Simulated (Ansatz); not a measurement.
G0W0 rungs for ZrSe3 (P2_1/m).

It takes space group P2_1/m (No. 11, monoclinic). Conventional cell: a = 5.411 Å, b = 3.749 Å, c = 9.444 Å, α = 90.00°, β = 97.48°, γ = 90.00°. Zr has 8 Se at 2.72 to 2.87 Å nearest. Se has 4 Zr at 2.72 to 2.87 Å nearest. Nearest to Se lie 1 Se at 2.34 Å and 2 Zr at 2.73 Å. Se has 1 Se at 2.34 Å and 2 Zr at 2.74 Å nearest. Farther neighbours and most contacts between anions are not listed.

```xyz
8
Lattice="5.4109 0.0000 0.0000 0.0000 3.7488 0.0000 -1.2294 0.0000 9.3636" Properties=species:S:1:pos:R:3 pbc="T T T"
Zr    0.7356    0.9372    6.1425
Zr    3.4459    2.8116    3.2211
Se    3.4420    0.9372    5.1875
Se    0.7395    2.8116    4.1762
Se    2.2535    0.9372    1.6293
Se    1.9280    2.8116    7.7344
Se    4.5971    0.9372    1.5825
Se   -0.4156    2.8116    7.7812
```

The cell and positions come from the Crystallography Open Database and are kept as given unless a step says otherwise. PAW set soft_2, made with PBE.

Runs so far (Ansatz 0.2.0, start r2SCAN, default PAW files, 4×4×2 mesh). Times are wall times on 1 × NVIDIA H100 80GB HBM3 (shared by 6 runs) with 3 threads of AMD EPYC 7R13 (Zen 3), shared host. The host was busy with other work, so they are no guide to cost.

```
bands summed  cutoff (eV)  gap on the mesh (eV)  time
         217           51                 1.091  40 s
         504          102                 1.209  73 s
```

Q: What should the next rung give, with 1015 bands and screening to 170 eV, and where is the limit?

The error falls about as one over the bands when the cutoff rises with them. A line through the two highest rungs given predicts 1.254 eV; the run gave 1.250 eV, close to it. The two highest rungs put the limit near 1.291 eV, the pair below near 1.299 eV; their difference is a rough measure of what is unsettled in bands and cutoff; the mesh is a separate error.

Gaps are over the mesh's points; an edge off the mesh would be missed. Limits: not at the basis limit; no spin-orbit coupling; coarse k mesh.

[Paths, hosts, dates, memory and timing lines, banners, echoed tables and standing remarks are left out of the program output.]

[Logs are printed without paths, hosts, clocks, repeated set-up lines and the standing remarks that a program may print on its own settings, such as how far it seeks lower states.]

[Runs of the session that timed out or met a known fault of the program may be left out.]

[Cells called generated may have been cut or substituted from an entry of the Crystallography Open Database or the Materials Project.]

[Hosts, paths, dates, database ids (printed as entryN), source tags and the programs' standing remarks are cut or masked in the printed files.]
